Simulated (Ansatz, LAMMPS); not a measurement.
# Energy and forces of liquid Mg44Si45Fe11 (at. %) at 1280 K (62 atoms)

Wanted: forces and levels of liquid Mg44Si45Fe11 (at. %) at 1280 K (62 atoms).

Main program and level: Ansatz 0.2.0; Kohn-Sham DFT, PBEsol, PAW (set soft_2), plane waves.

### 1. The structure

The cell holds 62 atoms: 27 Mg, 28 Si and 7 Fe. Its edges and angles: a = 11.478 Å, b = 11.478 Å, c = 11.478 Å, α = 90.0°, β = 90.0°, γ = 90.0°. 62 atoms (27 Mg, 28 Si, 7 Fe) placed at random at 2.32 g/cm³, melted at 2000 K for 10 ps at fixed volume with the MEAM Al-Si-Mg-Cu-Fe potential (Jelinek et al., Phys. Rev. B 85, 245102 (2012)). Snapshot at the end of a hold of 10 ps at 1280 K and zero pressure.

Before any run, some limits are plain. The starting topology of bonds comes from the classical model, and needn't be the one that DFT or experiment would give. The Brillouin zone is sampled at Γ only, in a cell whose shortest periodic width is 11 Å.

### 2. The classical run that made the cell

A classical potential supplies the starting structure, since it reaches far longer times than DFT.

This step: classical MD, MEAM Al-Si-Mg-Cu-Fe potential (Jelinek et al., Phys. Rev. B 85, 245102 (2012)) (LAMMPS 22 Jul 2025 - Update 4).

in.lmp reads:

```
# melt-quench of Mg27Si28Fe7
units metal
atom_style atomic
boundary p p p
region box block 0 10.9515 0 10.9515 0 10.9515
create_box 3 box
mass 1 24.3050   # Mg
mass 2 28.0850   # Si
mass 3 55.8450   # Fe
create_atoms 1 random 27 83463 NULL overlap 1.99 maxtry 2000
create_atoms 2 random 28 83470 NULL overlap 1.99 maxtry 2000
create_atoms 3 random 7 83477 NULL overlap 1.99 maxtry 2000
pair_style meam
pair_coeff * * library.meam AlS SiS MgS CuS FeS AlSiMgCuFe.meam MgS SiS FeS
neigh_modify delay 0 every 1 check yes
thermo_style custom step time temp pe press density
thermo_modify norm yes
timestep 0.002
thermo 100
min_style cg
minimize 1e-4 1e-4 200 2000
reset_timestep 0
velocity all create 2000 83464 mom yes dist gaussian
fix lim all nve/limit 0.05
fix lan all langevin 2000 2000 0.2 83465 zero yes
thermo 500
run 1000 post no
unfix lim
unfix lan
thermo 833
fix md all nvt temp 2000 2000 0.2
run 5000 post no
unfix md
thermo 833
fix md all npt temp 2000 1280 0.2 iso 0 0 2
run 2500 post no
unfix md
compute msd all msd com yes
thermo 1250
fix md all npt temp 1280 1280 0.2 iso 0 0 2
run 5000 post no
print "== T1280: mean square displacement over the hold $(c_msd[4]:%.2f) A^2"
unfix md
uncompute msd
write_dump all custom T1280.dump id type xs ys zs modify sort id
```

Started as:

```
> lmp -in in.lmp -log none -nocite
```

Numbers of over 12 decimals in the logs are rounded to 6 here.

The program printed:

```text
LAMMPS (22 Jul 2025 - Update 4)
Created orthogonal box = (0 0 0) to (10.9515 10.9515 10.9515)
Created 27 atoms
Created 28 atoms
Created 7 atoms
   Step          Time           Temp          PotEng         Press         Density
         0   0              0             -1.6475151      202804.91      2.3180682
        39   0.078          0             -2.8025789     -1413.3564      2.3180682
Loop time of 0.0225685 s on 1 MPI rank(s) for 39 steps with 62 atoms
Minimization stats:
  Stopping criterion = energy tolerance
  Energy initial, next-to-last, final =
       -1.647515104865  -2.80247926130629  -2.80257892612616
  Force two-norm initial, final = 56.909297 3.8759141
  Iterations, force evaluations = 39 60
   Step          Time           Temp          PotEng         Press         Density
         0   0              2000          -2.8025789      11410.621      2.3180682
       500   1              2059.2727     -2.709856       30073.013      2.3180682
[... 6 lines left out ...]
      3332   6.664          2116.9685     -2.73137        30766.135      2.3180682
      4165   8.33           1819.4758     -2.7174291      38700.365      2.3180682
      4998   9.996          1889.2706     -2.6648331      34297.513      2.3180682
      5831   11.662         1788.1101     -2.7186654      29899.911      2.3180682
[... 1 line left out ...]
Loop time of 1.95049 s on 1 MPI rank(s) for 5000 steps with 62 atoms
   Step          Time           Temp          PotEng         Press         Density
[... 5 lines left out ...]
Loop time of 0.816917 s on 1 MPI rank(s) for 2500 steps with 62 atoms
   Step          Time           Temp          PotEng         Press         Density
[... 2 lines left out ...]
     10000   20             1453.6916     -2.8374591     -1694.6484      2.0600819
     11250   22.5           1164.0649     -2.7782346      436.57573      2.0840625
     12500   25             1438.848      -2.8369951      2908.6309      2.2020932
     13500   27             1053.4834     -2.7615181     -1698.3031      2.01361
Loop time of 1.80706 s on 1 MPI rank(s) for 5000 steps with 62 atoms
== T1280: mean square displacement over the hold 22.44 A^2
```

It took 5.1 s on 1 thread of Arm Neoverse V1, shared host; peak memory 0.072 GiB.

### 3. Plane-wave single point

The electrons are solved once, with the atoms held.

input.yaml reads:

```yaml
crystal:
  lattice:
    - [11.47776, 0.0, 0.0]
    - [0.0, 11.47776, 0.0]
    - [0.0, 0.0, 11.47776]
  atoms:
    - { symbol: Mg, position: [0.93181, 0.11364, 0.79053] }
    - { symbol: Mg, position: [0.93922, 0.80711, 0.53163] }
    - { symbol: Mg, position: [0.39363, 0.47015, 0.909] }
    - { symbol: Mg, position: [0.77209, 0.65857, 0.48784] }
    - { symbol: Mg, position: [0.81241, 0.04237, 0.34071] }
    - { symbol: Mg, position: [0.09261, 0.53468, 0.21087] }
    - { symbol: Mg, position: [0.80033, 0.53678, 0.82912] }
    - { symbol: Mg, position: [0.54291, 0.59587, 0.22284] }
    - { symbol: Mg, position: [0.33035, 0.71185, 0.63933] }
    - { symbol: Mg, position: [0.27343, 0.71177, 0.27845] }
    - { symbol: Mg, position: [0.61484, 0.35242, 0.1318] }
    - { symbol: Mg, position: [0.18723, 0.23678, 0.80821] }
    - { symbol: Mg, position: [0.15189, 0.81418, 0.97139] }
    - { symbol: Mg, position: [0.05747, 0.25465, 0.10026] }
    - { symbol: Mg, position: [0.20255, 0.48817, 0.64699] }
    - { symbol: Mg, position: [0.80939, 0.5434, 0.19193] }
    - { symbol: Mg, position: [0.17472, 0.00652, 0.40147] }
    - { symbol: Mg, position: [0.03303, 0.96687, 0.2306] }
    - { symbol: Mg, position: [0.51897, 0.9373, 0.92764] }
    - { symbol: Mg, position: [0.59299, 0.8225, 0.35478] }
    - { symbol: Mg, position: [0.59612, 0.78971, 0.71151] }
    - { symbol: Mg, position: [0.14758, 0.36516, 0.44046] }
    - { symbol: Mg, position: [0.0532, 0.6242, 0.88542] }
    - { symbol: Mg, position: [0.27158, 0.01193, 0.80376] }
    - { symbol: Mg, position: [0.83353, 0.21496, 0.97562] }
    - { symbol: Mg, position: [0.61521, 0.70329, 0.00189] }
    - { symbol: Mg, position: [0.86773, 0.90288, 0.97992] }
    - { symbol: Si, position: [0.41948, 0.95337, 0.44713] }
    - { symbol: Si, position: [0.7042, 0.97689, 0.53946] }
    - { symbol: Si, position: [0.95094, 0.2845, 0.60218] }
    - { symbol: Si, position: [0.31742, 0.27886, 0.23621] }
    - { symbol: Si, position: [0.63049, 0.1269, 0.99949] }
    - { symbol: Si, position: [0.17333, 0.42423, 0.95778] }
    - { symbol: Si, position: [0.80465, 0.45506, 0.58308] }
    - { symbol: Si, position: [0.43117, 0.08177, 0.17127] }
    - { symbol: Si, position: [0.94248, 0.47103, 0.03925] }
    - { symbol: Si, position: [0.42463, 0.29174, 0.05456] }
    - { symbol: Si, position: [0.03814, 0.92019, 0.75777] }
    - { symbol: Si, position: [0.82196, 0.31221, 0.39595] }
    - { symbol: Si, position: [0.53268, 0.50456, 0.46945] }
    - { symbol: Si, position: [0.42937, 0.21132, 0.67142] }
    - { symbol: Si, position: [0.71286, 0.29401, 0.69521] }
    - { symbol: Si, position: [0.22023, 0.90313, 0.59944] }
    - { symbol: Si, position: [0.32827, 0.49202, 0.13814] }
    - { symbol: Si, position: [0.41333, 0.29615, 0.48403] }
    - { symbol: Si, position: [0.65997, 0.93712, 0.13313] }
    - { symbol: Si, position: [0.97009, 0.72218, 0.1082] }
    - { symbol: Si, position: [0.98189, 0.05982, 0.54201] }
    - { symbol: Si, position: [0.60785, 0.05643, 0.70087] }
    - { symbol: Si, position: [0.01474, 0.20759, 0.36253] }
    - { symbol: Si, position: [0.88673, 0.76031, 0.7945] }
    - { symbol: Si, position: [0.59082, 0.18147, 0.295] }
    - { symbol: Si, position: [0.58747, 0.42242, 0.82964] }
    - { symbol: Si, position: [0.33714, 0.52508, 0.39075] }
    - { symbol: Si, position: [0.43577, 0.86227, 0.14836] }
    - { symbol: Fe, position: [0.54938, 0.12514, 0.49265], spin: 2.2 }
    - { symbol: Fe, position: [0.38494, 0.14418, 0.35229], spin: 2.2 }
    - { symbol: Fe, position: [0.43472, 0.96888, 0.65345], spin: 2.2 }
    - { symbol: Fe, position: [0.62832, 0.33348, 0.51633], spin: 2.2 }
    - { symbol: Fe, position: [0.56268, 0.21507, 0.8127], spin: 2.2 }
    - { symbol: Fe, position: [0.47968, 0.37435, 0.30431], spin: 2.2 }
    - { symbol: Fe, position: [0.4463, 0.43027, 0.6352], spin: 2.2 }
magnetization:
  spin_polarized: true
kpoints:
  mp_grid: { grid: [1, 1, 1] }
hamiltonian:
  xc: pbesol
scf:
  occupations: { method: gaussian, width: 0.05 }
  lower_state_search: "off"
output:
  forces: true
  stress: true
  populations: true
  dos:
    method: { smearing: { sigma: 0.15 } }
    de: 0.1
    projected: { site_lists: { Fe: [Fe], Mg: [Mg], Si: [Si] } }
  eigenvalues: true
  write_density: true
  write_potential: true
  volumetric_format: npy
```

Started as:

```
> ansatz run input.yaml --threads 8 --pin off --max-ram 15872MiB --backend cpu --events-out ev --progress --plain --runs-dir out
```

The program printed:

```text
Engine: ansatz 0.2.0, aarch64-unknown-linux-gnu
Pseudopotentials: kind: paw
Pseudopotential: Mg, paw, valence charge 10, recommended cutoff 420 eV (normal), Mg.paw.azcp
Pseudopotential: Si, paw, valence charge 4, recommended cutoff 420 eV (normal), Si.paw.azcp
Pseudopotential: Fe, paw, valence charge 16, recommended cutoff 420 eV (normal), Fe.paw.azcp
Functional definition: PBEsol
  exchange = pbesol_x
  correlation = pbesol_c
Crystal: 62 atoms, lattice volume = 1512.068 Å³
Basis set: ecut = 420 eV, 29423 PW (Γ), exchange–correlation on 160×160×160 points (8 copies of the dense FFT grid, shifted against one another)
Bands: 317, of which v1, the nominal top of the filled ones, is band 247 counted from 1 (246 counted from 0)
Symmetry: 1 space group operations
Space group: P1 (ITA 1), of the structure as read, at distance tolerance 1.1e-4 Å
Magnetic group: BNS 1.1 (UNI 1), of the structure as read, at distance tolerance 1.1e-4 Å
k-points: 1
Non-local potential: Mg, projectors of the file, l = 0: 3, l = 1: 2, l = 2: 1
Non-local potential: Si, projectors of the file, l = 0: 2, l = 1: 2, l = 2: 2
Non-local potential: Fe, projectors of the file, l = 0: 3, l = 1: 2, l = 2: 3, l = 3: 1
PAW form: soft (Blöchl's): semilocal exchange-correlation on the pseudo side does not see the compensation charge
PAW frozen core: Mg, regenerated for the run's functional, and the local potential with it (the file was generated under x = pbe(κ = 0.804, μ = 0.219515), c = pbe(β = 0.066725))
PAW frozen core: Si, regenerated for the run's functional, and the local potential with it (the file was generated under x = pbe(κ = 0.804, μ = 0.219515), c = pbe(β = 0.066725))
PAW frozen core: Fe, regenerated for the run's functional, and the local potential with it (the file was generated under x = pbe(κ = 0.804, μ = 0.219515), c = pbe(β = 0.066725))
PAW one-centre angular grid: Mg, 110 points (default); XC on 64 Gauss nodes
PAW one-centre angular grid: Si, 110 points (default); XC on 64 Gauss nodes
PAW one-centre angular grid: Fe, 590 points (default); XC on 64 Gauss nodes
Initial density: superposition of atomic densities (chi_scale 0.1, normalization cell)
Starting moments: Σ|m| = 15.4 μB on 7 of 62 sites
Initial wavefunctions: pseudopotential atomic-orbital guess
Functional: x = pbesol(κ = 0.804, μ = 0.123457), c = pbesol(β = 0.046)
SCF iter   1: F=—  HF=-100188.189716 eV  |F-HF|=—  |Δ(HF+E_count)|=         —  Δρ=1.09e-1 (↑2.62e-2 ↓1.09e-1)  dr2=8.29e2  dr2_m=2.58e1  M=2.405 μB ∫|m|=4.857 μB  β_m=0.30  ethr=3.10e-3  ⟨swp⟩=6.0  Hψ=2463  notcnv=0  defer=17
preconditioner: auto → Resta (q_TF=auto, 2.264 Å⁻¹)  ε∞=6.0  [insulator: Δε(μ)=0.058 eV  Ē_g=6.373 eV  σ=0.050 eV  W_gap=0.59  n_scr=304 (ndim 8)  ℏωp=14.2 eV  f_vac=0.011  D(μ)=21.15/eV (n_scr^D=92)  ε∞_Penn≈6.0]
spin=Collinear: Resta preconditioning applied to the charge; magnetization (m = ρ↑ − ρ↓) channel mixes plain (no charge-response kernel on spin).
SCF iter   2: F=—  HF=-100271.934988 eV  |F-HF|=—  |Δ(HF+E_count)|=    8.37e1  Δρ=1.97e-1 (↑1.97e-1 ↓1.22e-1)  dr2=2.91e3  dr2_m=2.02e1  M=2.349 μB ∫|m|=3.809 μB  β_m=0.30  ethr=3.10e-3  ⟨swp⟩=5.0  Hψ=1320  notcnv=0  defer=116
SCF iter   3: F=—  HF=-100149.565924 eV  |F-HF|=—  |Δ(HF+E_count)|=    1.22e2  Δρ=3.77e-2 (↑1.65e-2 ↓3.77e-2)  dr2=1.61e2  dr2_m=2.33e0  M=4.866 μB ∫|m|=6.719 μB  β_m=0.30  ethr=3.10e-3  ⟨swp⟩=3.0  Hψ=1271  notcnv=0  defer=114
SCF iter   4: F=—  HF=-100151.720677 eV  |F-HF|=—  |Δ(HF+E_count)|=    2.15e0  Δρ=7.17e-2 (↑7.00e-2 ↓7.17e-2)  dr2=5.07e2  dr2_m=1.20e0  M=5.831 μB ∫|m|=7.898 μB  β_m=0.30  ethr=3.10e-3  ⟨swp⟩=3.0  Hψ=1261  notcnv=0  defer=119
SCF iter   5: F=—  HF=-100148.917327 eV  |F-HF|=—  |Δ(HF+E_count)|=    2.80e0  Δρ=6.15e-2 (↑6.15e-2 ↓6.04e-2)  dr2=3.79e2  dr2_m=5.60e-1  M=6.217 μB ∫|m|=8.301 μB  β_m=0.30  ethr=3.10e-3  ⟨swp⟩=4.0  Hψ=1788  notcnv=0  defer=109
SCF iter   6: F=—  HF=-100142.846017 eV  |F-HF|=—  |Δ(HF+E_count)|=    6.07e0  Δρ=3.95e-2 (↑2.42e-2 ↓3.95e-2)  dr2=8.60e1  dr2_m=1.28e0  M=5.730 μB ∫|m|=7.892 μB  β_m=0.30  ethr=3.10e-3  ⟨swp⟩=3.0  Hψ=1752  notcnv=0  defer=119
SCF iter   7: F=—  HF=-100141.481007 eV  |F-HF|=—  |Δ(HF+E_count)|=    1.37e0  Δρ=2.30e-2 (↑1.81e-2 ↓2.30e-2)  dr2=4.37e1  dr2_m=5.08e-1  M=6.170 μB ∫|m|=8.021 μB  β_m=0.30  ethr=3.10e-3  ⟨swp⟩=3.5  Hψ=690  notcnv=0  defer=119
SCF iter   8: F=—  HF=-100141.630271 eV  |F-HF|=—  |Δ(HF+E_count)|=   1.49e-1  Δρ=3.73e-2 (↑1.98e-2 ↓3.73e-2)  dr2=6.53e1  dr2_m=1.77e0  M=8.369 μB ∫|m|=10.339 μB  β_m=0.30  ethr=3.10e-3  ⟨swp⟩=3.0  Hψ=781  notcnv=0  defer=110
SCF iter   9: F=—  HF=-100141.962490 eV  |F-HF|=—  |Δ(HF+E_count)|=   3.32e-1  Δρ=3.61e-2 (↑1.77e-2 ↓3.61e-2)  dr2=7.11e1  dr2_m=1.73e0  M=9.260 μB ∫|m|=11.541 μB  β_m=1.00  ethr=3.10e-3  ⟨swp⟩=3.0  Hψ=1040  notcnv=0  defer=112
SCF iter  10: F=—  HF=-100140.359229 eV  |F-HF|=—  |Δ(HF+E_count)|=    1.60e0  Δρ=1.44e-2 (↑6.10e-3 ↓1.44e-2)  dr2=7.12e0  dr2_m=4.69e-1  M=9.514 μB ∫|m|=12.031 μB  β_m=0.30  ethr=3.10e-3  ⟨swp⟩=4.0  Hψ=1065  notcnv=0  defer=110
[...]
spin-set hold released at iteration 14 (site moments contracting): the magnetisation degrees of freedom join the quasi-Newton model from the next iteration; the mixer history was flushed
[...]
SCF iter  62: F=—  HF=-100140.716612 eV  |F-HF|=—  |Δ(HF+E_count)|=   1.09e-7  Δρ=1.28e-5 (↑3.49e-6 ↓1.28e-5)  dr2=3.52e-6  dr2_m=6.32e-7  M=10.319 μB ∫|m|=14.368 μB  β_m=0.12  ethr=3.78e-10  ⟨swp⟩=2.0  Hψ=806  notcnv=0  defer=111
SCF iter  63: F=—  HF=-100140.716612 eV  |F-HF|=—  |Δ(HF+E_count)|=   5.20e-8  Δρ=6.99e-6 (↑6.99e-6 ↓6.17e-6)  dr2=1.27e-6  dr2_m=4.00e-7  M=10.318 μB ∫|m|=14.367 μB  β_m=0.18  ethr=3.78e-10  ⟨swp⟩=2.0  Hψ=670  notcnv=0  defer=111
SCF iter  64: F=—  HF=-100140.716612 eV  |F-HF|=—  |Δ(HF+E_count)|=   3.76e-8  Δρ=6.12e-6 (↑4.70e-6 ↓6.12e-6)  dr2=7.08e-7  dr2_m=3.01e-7  M=10.318 μB ∫|m|=14.367 μB  β_m=0.33  ethr=2.57e-10  ⟨swp⟩=2.0  Hψ=570  notcnv=0  defer=111
SCF iter  65: F=—  HF=-100140.716612 eV  |F-HF|=—  |Δ(HF+E_count)|=   1.93e-7  Δρ=1.06e-5 (↑7.23e-6 ↓1.06e-5)  dr2=5.88e-6  dr2_m=2.82e-7  M=10.318 μB ∫|m|=14.366 μB  β_m=0.29  ethr=1.43e-10  ⟨swp⟩=2.0  Hψ=944  notcnv=0  defer=111  recentre
SCF iter  66: F=—  HF=-100140.716612 eV  |F-HF|=—  |Δ(HF+E_count)|=   1.24e-9  Δρ=1.31e-5 (↑5.93e-6 ↓1.31e-5)  dr2=6.47e-6  dr2_m=3.79e-7  M=10.318 μB ∫|m|=14.365 μB  β_m=0.22  ethr=1.43e-10  ⟨swp⟩=2.0  Hψ=948  notcnv=0  defer=111
SCF iter  67: F=—  HF=-100140.716612 eV  |F-HF|=—  |Δ(HF+E_count)|=   7.33e-8  Δρ=9.42e-6 (↑3.18e-6 ↓9.42e-6)  dr2=2.97e-6  dr2_m=2.07e-7  M=10.318 μB ∫|m|=14.366 μB  β_m=0.17  ethr=1.43e-10  ⟨swp⟩=2.0  Hψ=970  notcnv=0  defer=111
SCF iter  68: F=—  HF=-100140.716612 eV  |F-HF|=—  |Δ(HF+E_count)|=   2.20e-9  Δρ=6.44e-6 (↑2.67e-6 ↓6.44e-6)  dr2=1.42e-6  dr2_m=1.19e-7  M=10.318 μB ∫|m|=14.366 μB  β_m=0.14  ethr=1.43e-10  ⟨swp⟩=2.0  Hψ=639  notcnv=0  defer=111
SCF iter  69: F=—  HF=-100140.716612 eV  |F-HF|=—  |Δ(HF+E_count)|=   3.08e-8  Δρ=4.11e-6 (↑2.25e-6 ↓4.11e-6)  dr2=6.08e-7  dr2_m=5.47e-8  M=10.318 μB ∫|m|=14.366 μB  β_m=0.12  ethr=1.43e-10  ⟨swp⟩=2.0  Hψ=631  notcnv=0  defer=111
SCF iter  70: F=—  HF=-100140.716612 eV  |F-HF|=—  |Δ(HF+E_count)|=   8.59e-9  Δρ=3.85e-6 (↑1.57e-6 ↓3.85e-6)  dr2=3.76e-7  dr2_m=5.85e-8  M=10.318 μB ∫|m|=14.365 μB  β_m=0.10  ethr=1.23e-10  ⟨swp⟩=2.0  Hψ=624  notcnv=0  defer=111
SCF iter  71: F=-100140.716612 eV  HF=-100140.716612 eV  |F-HF|=1.39e-8  |Δ(HF+E_count)|=   7.35e-9  Δρ=2.06e-6 (↑2.06e-6 ↓1.50e-6)  dr2=2.84e-8  dr2_m=3.65e-8  M=10.318 μB ∫|m|=14.365 μB  ethr=2.02e-11  ⟨swp⟩=15.5  Hψ=5074  notcnv=0
SCF 1 converged in 71 iterations: F = -100140.716612 eV  dr2 = 2.84e-8
  greatest PAW one-centre occupation: 1.003 electrons in one spin orbital (limit 2), on the Fe atom at site 61 (counted from 0), in its partial waves of l = 1
SCF converged after 71 iterations
Magnetization: 10.3179 μB (252.1590 up, 241.8410 down)
Absolute magnetization: 14.3875 μB (∫|ρ↑−ρ↓|, with the PAW one-centre terms)
Spin contamination: 1.7201 ħ² per cell (⟨S²⟩ above its minimum at these occupations)
Per-site moments (μB) at R_I (Å): [(-0.00841963, 1.056587), (-0.010979, 1.078758), (-0.00538749, 1.017109), (-0.00368203, 1.074938), (-0.000478188, 1.115378), [...]
Free energy (F): -100140.716612 eV
Harris-Foulkes:  -100140.716612 eV  (|F-HF|=1.39e-8)
Internal energy: -100140.673445 eV  (E = F + TS)
E sigma→0 (E₀):  -100140.695028 eV
Entropy (-TS):   -0.043167 eV (-0.696 meV/atom)
Fermi energy:    4.999627 eV
--- Per-component energies (eV) ---
  E_band       = -12767.333121
  E_kinetic    = 5522.931896
  E_local      = -84949.185589  (includes V_loc(G=0)·N_el)
  E_nonlocal   = 4868.673676
  E_hartree    = 33990.167710
  E_xc         = -3062.032154
  E_vxc        = -3291.231440  (∫ρ·V_xc dr)
  E_paw        = -30910.844595  (= ΣΔE_a)
  E_vpaw       = -2898.859674  (= ΣTr[D̂ρ^β])
  E_aug_tail   = 0.006016  (compensation charges beyond the density's cutoff)
  E_ewald      = -25604.117796
  E_core_change = 3.727391  (= ΣΔE_core)
  E_smearing   = -0.043167  (= −TS)
  E_closure    = -0.000000  (closes the sum)
  Σ components = -100140.716612   (vs F -100140.716612, Δ=0.00e0)
--- Forces (eV/Å), atoms counted from 1 ---
  atom   1  Mg     0.18224947     0.25905811    -0.95422676
  atom   2  Mg     0.80103826     1.06705972     0.39043231
  atom   3  Mg    -0.43407327     0.56039282    -0.51881934
  atom   4  Mg    -0.96007007    -0.44691888    -0.58035234
  atom   5  Mg    -0.60223701     0.40237441    -0.15742038
  atom   6  Mg     0.18433529    -0.19078000    -0.24826232
  atom   7  Mg    -0.09008875    -0.17804746     0.02180885
  atom   8  Mg    -0.19088142    -0.38342808     0.44586181
  atom   9  Mg     0.64927167    -0.24927332     0.03097369
  atom  10  Mg     0.14370223     0.92673706    -0.28022079
  atom  11  Mg     1.67797940     0.36734971    -0.24848918
  atom  12  Mg    -0.15144930     0.80233104    -0.20548135
  atom  13  Mg     0.38756674     1.16165052     0.62353303
  atom  14  Mg     0.30115696    -0.04807482     0.37722935
[...]
atom  61  Fe    -0.65991096    -0.02062183     0.29759672
  atom  62  Fe     0.28507442    -0.51191314     0.66995178
  max |Σ_I F_I| component: 3.53e-5 eV/Å
--- Stress (GPa, compression-positive) ---
       -5.852470       0.359408      -0.205252
        0.359409      -6.158480       0.658395
       -0.205252       0.658394      -5.565258
  P = ⅓ Tr σ = -5.8587 GPa (-58.587 kbar)
--- Band table (eV) ---
  k-point 0 ↑: bands = ["-82.7644", "-82.7489", "-82.5409", "-82.4290", [... 301 levels ...], "8.2076", "8.3668", "8.4078", "8.4377", "8.4811", "8.5015", "8.5800", "8.5954", "8.6605", "8.6897", "8.7549", "8.7973"]
  k-point 0 ↓: bands = ["-80.8020", "-80.7593", "-80.5150", "-80.4916", [... 301 levels ...], "8.3082", "8.4551", "8.4917", "8.5144", "8.5383", "8.5835", "8.6317", "8.6729", "8.7274", "8.8004", "8.8279", "8.8644"]
--- Löwdin populations: 62 sites ---
  site symbol       q [e]    m [muB]
     0     Mg      9.0241    -0.0097
     1     Mg      9.1029    -0.0381
     2     Mg      8.7589    -0.0334
[...]
61     Fe     15.7052     2.3303
  spilling = 0.017539 (of n_electrons = 494.000000)
```

Elapsed: 67 s, on 8 threads of Arm Neoverse V1, shared host; peak memory 2.8 GiB; 8.7 min of CPU time.

In the SCF lines HF is the Harris–Foulkes energy and dr2 the Hartree energy of the density residual, in eV; the loop may stop once dr2 is under the threshold and the program's other checks hold. Hψ counts applications of the Hamiltonian.

The run gave:

```
free energy                             : -100140.7166 eV
free energy per atom                    : -1615.1728 eV/atom
SCF cycles                              : 71
pressure                                : -5.859 GPa
r.m.s. force component                  : 0.5531 eV/Å
longest force                           : 1.8 eV/Å
Fermi energy                            : 5 eV
levels partly filled by over 2 per cent : 6
total moment                            : 10.32 μB
absolute moment                         : 14.39 μB
spilling of the projection              : 0.01754
```

Length of the force by element:

```tsv
element	coordination	atoms	mean length of the force (eV/Å)	spread	least	most
Fe	all	7	0.874	0.283	0.588	1.32
Mg	all	27	0.864	0.438	0.201	1.74
Si	all	28	0.865	0.409	0.236	1.80
```

Magnetic moments by element:

```tsv
element	coordination	atoms	mean moment (μB)	spread	least	most
Fe	all	7	1.51	0.592	0.588	2.17
Mg	all	27	-0.0021	0.0064	-0.0122	0.0102
Si	all	28	-0.0119	0.0184	-0.0546	0.027
```

(Continued in part 2 of 2.)

[Logs are printed without paths, hosts, clocks, repeated set-up lines and the standing remarks that a program may print on its own settings, such as how far it seeks lower states.]

[Hosts, paths, dates, database ids (printed as entryN), source tags and the programs' standing remarks are cut or masked in the printed files.]
